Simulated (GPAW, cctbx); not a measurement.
# By hand: from a DFT structure factor to an extinction distance in (NaF)1(ZrC)1

(NaF)1(ZrC)1, P4/mmm (no. 123), a = 3.2609 Å, b = 3.2609 Å, c = 4.9349 Å, α = 90.00°, β = 90.00°, γ = 90.00°.

| atom | mult. | x | y | z |
| --- | --- | --- | --- | --- |
| Zr1 | 1 | 1/2 | 1/2 | 1/2 |
| Na1 | 1 | 0 | 0 | 0 |
| F1 | 1 | 1/2 | 1/2 | 0 |
| C1 | 1 | 0 | 0 | 1/2 |

The cell is a (NaF)1(ZrC)1 superlattice along [001] of the rock-salt type, started at the mean lattice constant and relaxed freely, with no substrate.

A DFT run (GPAW, PBE, 550 eV, 8×8×5 k-points (along the axes of the calculation cell), Fermi–Dirac width 0.1 eV) gives the static X-ray structure factor of 001 as 23.790 e for the conventional cell; superposed free atoms give 23.400 e. **Problem.** Find the Fourier component V of the crystal potential and the two-beam extinction distance at 200 kV in both cases.

## 1. Geometry

The cell volume is Ω = 52.47 Å³ and d(001) = 4.9349 Å, so g = 1/d = 0.2026 Å⁻¹.

## 2. The nuclei

Electrons feel nuclei as well as electrons, so the nuclear charges are summed with the same phases.

Phase sums Σ exp(2πi h·x), turned so that the total is real and positive: Zr +1.000, Na -1.000, F -1.000, C +1.000. Then F_Z = 40 × (+1.000) + 11 × (-1.000) + 9 × (-1.000) + 6 × (+1.000) = 26.00 e. The electron term has the same sign for this reflection.

## 3. Mott–Bethe

Poisson's equation, term by term, gives V = (e/4πε₀)(F_Z − F)/(πΩg²), with e/4πε₀ = 14.3996 V Å.

The prefactor is 14.3996 × 4.9349²/(π × 52.47) = 2.12721 V per electron. Free atoms: (26.00 − 23.400) × 2.12721 = 5.531 V. Crystal: (26.00 − 23.790) × 2.12721 = 4.701 V. F changes by +1.67 % and V by -15.0 %: the same 0.39 e is measured against F_Z − F = 2.6 e in place of F = 23.4 e.

## 4. Extinction distance

In the two-beam case ξ = 1/(λU) with U = 2γm₀eV/h², that is ξ = 150.41 V Å²/(γλV).

At 200 kV, λ = 0.02508 Å and γ = 1.3914. Free atoms: ξ = 779 Å. Crystal: ξ = 917 Å. The thickness fringes go as sin²(πt/ξ), so the two patterns slip by a quarter of a period when t|1/ξ₁ − 1/ξ₀| = 1/4, at t ≈ 130 nm. Thermal motion, absorption and many-beam coupling, left out here, change a real pattern.

## 5. Answer

V(001) is 4.70 V against 5.53 V, and ξ is 917 against 779 Å. Limits: static atoms, two beams.
